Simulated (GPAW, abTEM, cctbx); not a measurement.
# ZnCd: the scripts behind a bonding study

Short scripts, each with its output. The start was made by putting kin elements into a known structure type; the compound need not exist, or be stable, in this form.

**1. Relax the structure**

```text
cell
1.0
     3.223000000    0.000000000    0.000000000
     0.000000000    3.223000000    0.000000000
     0.000000000    0.000000000    3.223000000
Cd Zn
1 1
Direct
0.500000000 0.500000000 0.500000000
0.000000000 0.000000000 0.000000000
```

```python
from ase.constraints import FixSymmetry
from ase.filters import FrechetCellFilter
from ase.io import read, write
from ase.optimize import BFGS
from ase.parallel import parprint
from gpaw import GPAW, PW, FermiDirac

atoms = read("start.vasp")
atoms.set_constraint(FixSymmetry(atoms))
atoms.calc = GPAW(mode=PW(570), xc="PBE", kpts={"size": (5, 5, 5), "gamma": True},
                 occupations=FermiDirac(0.05), maxiter=120, symmetry={"tolerance": 1e-5}, txt="relax.txt")
BFGS(FrechetCellFilter(atoms), maxstep=0.15).run(fmax=0.03, steps=40)
parprint("cell  %.4f %.4f %.4f  %.2f %.2f %.2f" % tuple(atoms.cell.cellpar()))
parprint("volume %.3f A^3, largest force %.3f eV/A, largest stress %.2f GPa" % (atoms.get_volume(), abs(atoms.get_forces()).max(), 160.218 * abs(atoms.get_stress()).max()))
atoms.set_constraint()
write("relaxed.vasp", atoms, direct=True)
```

```console
$ OMP_NUM_THREADS=1 mpirun -n 4 gpaw python run.py > gpaw.log
```

```text
      Step        Energy          fmax
BFGS:    0       -1.779540        1.298701
BFGS:    1       -1.844309        1.015830
BFGS:    2       -1.959353        0.163230
BFGS:    3       -1.963262        0.027483
cell  3.3847 3.3847 3.3847  90.00 90.00 90.00
volume 38.777 A^3, largest force 0.000 eV/A, largest stress 0.23 GPa
```

Time: 20 s on 4 cores of Arm Neoverse N1 (shared host), peak memory 0.67 GiB.

**2. Build the all-electron density and subtract free atoms**

```text
cell
1.0
     3.384748960    0.000000000    0.000000000
     0.000000000    3.384748960    0.000000000
     0.000000000    0.000000000    3.384748960
Cd Zn
1 1
Direct
0.500000000 0.500000000 0.500000000
0.000000000 0.000000000 0.000000000
```

```python
import numpy as np
from ase.io import read
from ase.units import Bohr
from gpaw import GPAW, PW, FermiDirac
from gpaw.calculator import GPAW as OldGPAW
from gpaw.mpi import serial_comm, world
from scipy.special import erfc
from scipy.spatial import cKDTree

atoms = read("cell.vasp")
atoms.calc = GPAW(mode=PW(450), xc="PBE", kpts={"size": (6, 6, 6), "gamma": True},
                 occupations=FermiDirac(0.05), maxiter=120, symmetry={"tolerance": 1e-5}, txt="scf.txt")
atoms.get_potential_energy()
rho = atoms.calc.get_all_electron_density(gridrefinement=2)
moments = atoms.get_magnetic_moments() if atoms.calc.get_number_of_spins() == 2 else np.zeros(len(atoms))
total = atoms.get_magnetic_moment() if moments.any() else 0.0
if world.rank == 0:
    free = OldGPAW(mode=PW(450), xc="PBE", txt=None, communicator=serial_comm)
    neutral = atoms.copy()
    neutral.set_initial_magnetic_moments(None)
    free.initialize(neutral)
    free.set_positions(neutral)
    drho = rho - free.get_all_electron_density(gridrefinement=2)
    # GPAW starts from confined atoms: exchange their smooth part for that of the datasets' free atoms
    h = np.stack(np.meshgrid(*[np.fft.fftfreq(n, 1 / n) for n in drho.shape], indexing="ij"), -1)
    gabs = np.linalg.norm(h @ atoms.cell.reciprocal(), axis=-1)
    tails = np.fft.fftn(free.get_pseudo_density(gridrefinement=2))
    g, form, v0 = np.linspace(0, gabs.max(), 1500), {}, 0
    for e in set(atoms.symbols):
        idx = atoms.symbols.search(e)
        d = free.setups[idx[0]].data
        r, w = d.rgd.r_g * Bohr, d.rgd.r_g**2 * d.rgd.dr_g
        j0 = np.sinc(2 * g[:, None] * r)
        smooth = sum(f * p**2 for f, p in zip(d.f_j, d.phit_jg)) + np.sqrt(4 * np.pi) * d.nct_g
        full = sum(f * p**2 for f, p in zip(d.f_j, d.phi_jg)) + np.sqrt(4 * np.pi) * d.nc_g
        phase = sum(np.exp(-2j * np.pi * h @ s) for s in atoms.get_scaled_positions()[idx])
        tails -= np.interp(gabs, g, j0 @ (smooth * w)) * phase * drho.size / atoms.get_volume()
        form[e] = j0 @ (full * w)
        v0 += 2 * np.pi / 3 * 14.3996 * (full * w * r**2).sum() * len(idx)  # V A^3
    tails *= 0.5 * erfc((gabs - 1.8) / 0.25)  # the tails differ at long wavelengths alone
    drho += np.fft.ifftn(tails).real  # crystal minus superposed spherical free atoms
    np.save("drho.npy", drho)
    dv = atoms.get_volume() / drho.size
    print("grid", drho.shape, " electrons %.3f" % (rho.sum() * dv), " moved by bonding %.3f e" % (abs(drho).sum() * dv / 2))
    pts = np.indices(drho.shape).reshape(3, -1).T / drho.shape @ atoms.cell
    shifts = (np.indices((3, 3, 3)).reshape(3, -1).T - 1) @ atoms.cell
    images = (atoms.positions[None] + shifts[:, None]).reshape(-1, 3)
    dist, idx = cKDTree(images).query(pts, k=4)
    out = drho.ravel()[dist[:, 0] > 0.5]
    print("deformation density beyond 0.5 A of the nuclei: max %.3f, min %.3f e/A^3" % (out.max(), out.min()))
    tie = dist < dist[:, :1] + 1e-4
    q = -np.bincount((idx % len(atoms))[tie], (drho.ravel()[:, None] / tie.sum(1, keepdims=True) * tie)[tie], len(atoms)) * dv
    print("atom        x       y       z   Voronoi charge  moment")
    for a, s, c, m in zip(atoms, atoms.get_scaled_positions(), q, moments):
        print("%-2s%-3d %7.4f %7.4f %7.4f %10.3f %10.2f" % (a.symbol, a.index + 1, *s, c, m))
    np.savez("free.npz", g=g, **form)
    print("mean inner potential of superposed free atoms %.3f V" % (v0 / atoms.get_volume()))
    print("total magnetic moment %.3f muB" % total)
```

```console
$ OMP_NUM_THREADS=1 mpirun -n 4 gpaw python run.py > gpaw.log
```

```text
grid (36, 36, 36)  electrons 78.000  moved by bonding 0.329 e
deformation density beyond 0.5 A of the nuclei: max 0.019, min -0.055 e/A^3
atom        x       y       z   Voronoi charge  moment
Cd1    0.5000  0.5000  0.5000      0.050       0.00
Zn2    0.0000  0.0000  0.0000     -0.050       0.00
mean inner potential of superposed free atoms 18.212 V
total magnetic moment 0.000 muB
```

Time: 10 s.

**3. Fourier-transform the difference**

```python
from cctbx import adptbx, crystal, miller, xray
from cctbx.eltbx import tiny_pse
import numpy as np

cs = crystal.symmetry(unit_cell=(3.3847, 3.3847, 3.3847, 90, 90, 90), space_group_symbol='Hall: -P 4 2 3')  # Pm-3m
atoms = [  # label, site, U (iso, or U11 U22 U33 U12 U13 U23 in A^2), occupancy
    ("Cd1", (0.5, 0.5, 0.5), 0.0000, 1),
    ("Zn1", (0, 0, 0), 0.0000, 1),
]
xs = xray.structure(crystal_symmetry=cs)
for label, site, u, occ in atoms:
    u = adptbx.u_cif_as_u_star(cs.unit_cell(), u) if isinstance(u, tuple) else u
    xs.add_scatterer(xray.scatterer(label, site=site, u=u, occupancy=occ))
xs.scattering_type_registry(table="wk1995")
drho = np.load("drho.npy")
T = np.array([[1, 0, 0], [0, 1, 0], [0, 0, 1]])  # conventional axes in terms of the primitive ones
dF = np.fft.ifftn(drho) * 38.77746  # electrons a conventional cell, indexed by primitive hkl
ms = miller.build_set(cs, anomalous_flag=False, d_min=0.9).sort("resolution")
iam = ms.structure_factors_from_scatterers(xs, algorithm="direct").f_calc()
p1 = xs.expand_to_p1()
z = np.array([tiny_pse.table(sc.scattering_type).atomic_number() for sc in p1.scatterers()])
x = np.array(p1.sites_frac())
free = np.load("free.npz")
print("static structure factors of the conventional cell: F in electrons, V (Mott-Bethe) in volts")
print("   h  k  l      d  |F| table  |F| free   |F| DFT   change   |V| free  |V| DFT  change %")
for h, d, table in list(zip(ms.indices(), ms.d_spacings().data(), iam.data()))[:16]:
    df = dF[tuple(np.rint(np.linalg.solve(T, h)).astype(int))]
    phase = np.exp(2j * np.pi * x @ h)
    f = sum(np.interp(1 / d, free["g"], free[sc.scattering_type]) * p for sc, p in zip(p1.scatterers(), phase))
    fz = (z * phase).sum()
    c = 14.3996 * d * d / (np.pi * cs.unit_cell().volume())
    v0, v1 = abs(fz - f) * c, abs(fz - f - df) * c
    print("%4d%3d%3d %7.4f %9.3f %9.3f %9.3f %8.3f %9.3f %8.3f %8s" % (h + (d, abs(table), abs(f), abs(f + df), abs(f + df) - abs(f), v0, v1, "%.1f" % (100 * (v1 / v0 - 1)) if v0 > 0.02 else "-")))
```

```console
$ python run.py
```

```text
static structure factors of the conventional cell: F in electrons, V (Mott-Bethe) in volts
   h  k  l      d  |F| table  |F| free   |F| DFT   change   |V| free  |V| DFT  change %
   0  1  0  3.3847    15.859    15.869    15.844   -0.025     2.885    2.920      1.2
   0  1  1  2.3933    62.357    62.220    62.045   -0.175    10.685   10.803      1.1
   1  1  1  1.9542    13.392    13.467    13.504    0.037     2.046    2.030     -0.8
   0  2  0  1.6923    54.379    54.190    54.183   -0.007     8.061    8.063      0.0
   0  2  1  1.5137    12.004    12.092    12.126    0.034     1.600    1.591     -0.6
   1  2  1  1.3818    48.805    48.684    48.750    0.066     6.617    6.602     -0.2
   0  2  2  1.1967    44.600    44.551    44.613    0.062     5.662    5.652     -0.2
   1  2  2  1.1282    10.627    10.697    10.705    0.007     1.099    1.098     -0.1
   0  3  0  1.1282    10.627    10.697    10.708    0.011     1.099    1.097     -0.2
   0  3  1  1.0703    41.309    41.310    41.348    0.038     4.968    4.963     -0.1
   1  3  1  1.0205    10.275    10.340    10.342    0.002     0.943    0.943     -0.0
   2  2  2  0.9771    38.669    38.698    38.716    0.018     4.435    4.433     -0.0
   0  3  2  0.9387    10.044    10.100    10.096   -0.003     0.823    0.823      0.0
   1  3  2  0.9046    36.509    36.547    36.556    0.009     4.010    4.009     -0.0
```

Time: 0.51 s on 1 core of Arm Neoverse N1 (shared host), peak memory 0.07 GiB.

**4. Rock the beam across one reflection**

```python
import abtem
import numpy as np
from ase.build import make_supercell
from ase.io import read

abtem.config.set({"dask.lazy": False, "fft": "fftw", "diagnostics.progress_bar": False})
M = [[0, 0, -1], [-1, 1, 0], [1, 1, 0]]  # rows: x, y and beam direction in the primitive cell's axes
unit = make_supercell(read("cell.vasp"), M)
unit.set_cell(list(unit.cell.lengths()) + [90, 90, 90], scale_atoms=True)
unit.positions[:, 2] += 1.1967  # keeps atomic planes off the slice boundaries
unit.wrap()
slab = unit * (1, 1, 188)
print(slab.get_chemical_formula(), "| box %.2f x %.2f x %.2f A" % tuple(slab.cell.lengths()))

# change of the potential by bonding, from the DFT deformation density (Poisson's equation term by term)
drho = np.load("drho.npy")
prim = read("cell.vasp")
h = np.stack(np.meshgrid(*[np.fft.fftfreq(n, 1 / n) for n in drho.shape], indexing="ij"), -1).reshape(-1, 3).astype(int)
g2 = ((h @ prim.cell.reciprocal()) ** 2).sum(1)
keep = (g2 > 0) & (g2 < 2.5**2)
shape = (76, 107, 28)
vg = np.zeros(shape, complex)
hm = h[keep] @ np.array(M).T
move = np.exp(-2j * np.pi * hm[:, 2] * (1.1967 / unit.cell[2, 2] - 0.5 / shape[2]))  # the same shift, sampled at mid-points
vg[tuple(hm.T % np.array(shape)[:, None])] = -14.3996 / np.pi * (np.fft.fftn(drho).ravel() / drho.size)[keep] / g2[keep] * move
dV = np.fft.ifftn(vg).real * vg.size
dV = dV.reshape(76, 107, 2, 14).mean(3) * unit.cell[2, 2] / 2  # V A, projected in each slice
dV = np.tile(dV.transpose(2, 0, 1), (188, 1, 1))


def build(atoms):
    p = abtem.Potential(atoms, gpts=(76, 107), slice_thickness=[slab.cell[2, 2] / 376] * 376,
                        parametrization="lobato", projection="infinite", exit_planes=94).build()
    p.array[:] += BONDING * dV
    return p


def potentials():
    yield build(slab)  # atoms at rest


for label, BONDING in (("IAM", 0.0), ("DFT", 1.0)):
    print("=====", label)
    potential = build(slab)
    print("grid", potential.gpts, "slices", potential.num_slices)
    thickness = potential.exit_thicknesses
    h = np.array(M) @ np.linalg.solve(np.array([[1, 0, 0], [0, 1, 0], [0, 0, 1]]), [0, 0, 1])
    ix, iy = round(h[0]) * 1, round(h[1]) * 1
    gxy = h[:2] / unit.cell.lengths()[:2]
    along = gxy / np.hypot(*gxy)
    across = np.array([-along[1], along[0]])
    bragg = 500 * abtem.PlaneWave(energy=100000).wavelength * np.hypot(*gxy)
    print("Bragg angle %.3f mrad; beam tilted 37 mrad off the zone axis across the row" % bragg)
    print("dark-field intensity of 0 0 1 against tilt along the row, in Bragg angles")
    print("  t (A)" + "".join("%8.2f" % s for s in [0.2, 0.4, 0.6, 0.8, 1.0, 1.2, 1.4, 1.6, 1.8, 2.0, 2.2, 2.4, 2.6]))
    rows = []
    row = [(n * ix, n * iy) for n in range(-8, 9)]
    for s in [0.2, 0.4, 0.6, 0.8, 1.0, 1.2, 1.4, 1.6, 1.8, 2.0, 2.2, 2.4, 2.6]:
        tilt = -s * bragg * along + 37 * across
        dp = abtem.PlaneWave(energy=100000, tilt=tuple(tilt)).multislice(potential).diffraction_patterns(max_angle="valid").array
        rows.append(dp[:, dp.shape[1] // 2 + ix, dp.shape[2] // 2 + iy])
        if s == 1.0:
            cx, cy = dp.shape[1] // 2, dp.shape[2] // 2
            share = sum(dp[:, cx + i, cy + j] for i, j in row if abs(i) < cx and abs(j) < cy) / dp.sum(axis=(1, 2))
            total = dp.sum(axis=(1, 2))
    for t, a in list(zip(thickness, np.array(rows).T))[1:]:
        print("%7.1f" % t + "".join("%8.4f" % v for v in a))
    print("at the Bragg tilt, share in the row:", share[1:].round(3).tolist(), "total:", total[1:].round(3).tolist())
```

```console
$ python run.py
```

```text
Cd376Zn376 | box 3.38 x 4.79 x 899.91 A
===== IAM
grid (76, 107) slices 376
Bragg angle 5.468 mrad; beam tilted 37 mrad off the zone axis across the row
dark-field intensity of 0 0 1 against tilt along the row, in Bragg angles
  t (A)    0.20    0.40    0.60    0.80    1.00    1.20    1.40    1.60    1.80    2.00    2.20    2.40    2.60
  225.0  0.1319  0.1201  0.1176  0.1302  0.1449  0.1303  0.1176  0.1200  0.1321  0.1202  0.0684  0.0290  0.0106
  450.0  0.2267  0.0830  0.0024  0.1423  0.3120  0.1423  0.0024  0.0827  0.2267  0.1753  0.1037  0.0095  0.0212
  674.9  0.0846  0.1574  0.0920  0.0550  0.2076  0.0553  0.0917  0.1577  0.0849  0.0431  0.0579  0.0445  0.0076
  899.9  0.0143  0.0538  0.0302  0.0125  0.1023  0.0128  0.0301  0.0539  0.0141  0.0608  0.0043  0.0071  0.0148
at the Bragg tilt, share in the row: [0.531000018119812, 0.4000000059604645, 0.48100000619888306, 0.492000013589859] total: [0.9860000014305115, 0.9789999723434448, 0.9660000205039978, 0.9589999914169312]
===== DFT
grid (76, 107) slices 376
Bragg angle 5.468 mrad; beam tilted 37 mrad off the zone axis across the row
dark-field intensity of 0 0 1 against tilt along the row, in Bragg angles
  t (A)    0.20    0.40    0.60    0.80    1.00    1.20    1.40    1.60    1.80    2.00    2.20    2.40    2.60
  225.0  0.1339  0.1224  0.1208  0.1345  0.1498  0.1346  0.1208  0.1223  0.1340  0.1217  0.0695  0.0295  0.0109
  450.0  0.2271  0.0827  0.0023  0.1454  0.3221  0.1455  0.0023  0.0825  0.2271  0.1743  0.1032  0.0094  0.0213
  674.9  0.0809  0.1559  0.0937  0.0529  0.2118  0.0532  0.0934  0.1562  0.0812  0.0394  0.0559  0.0450  0.0079
  899.9  0.0163  0.0509  0.0300  0.0100  0.1058  0.0102  0.0300  0.0511  0.0161  0.0653  0.0054  0.0066  0.0147
at the Bragg tilt, share in the row: [0.5339999794960022, 0.4099999964237213, 0.48500001430511475, 0.4869999885559082] total: [0.9860000014305115, 0.9789999723434448, 0.9649999737739563, 0.9580000042915344]
```

Time: 40 s.

[Outputs are excerpts: Python notices, other lines and further rows are left out; steps that failed or that the build refused (PBEsol, TPSS) are not shown.]

[Logs are printed without paths, hosts, clocks, repeated set-up lines and the standing remarks that a program may print on its own settings, such as how far it seeks lower states.]
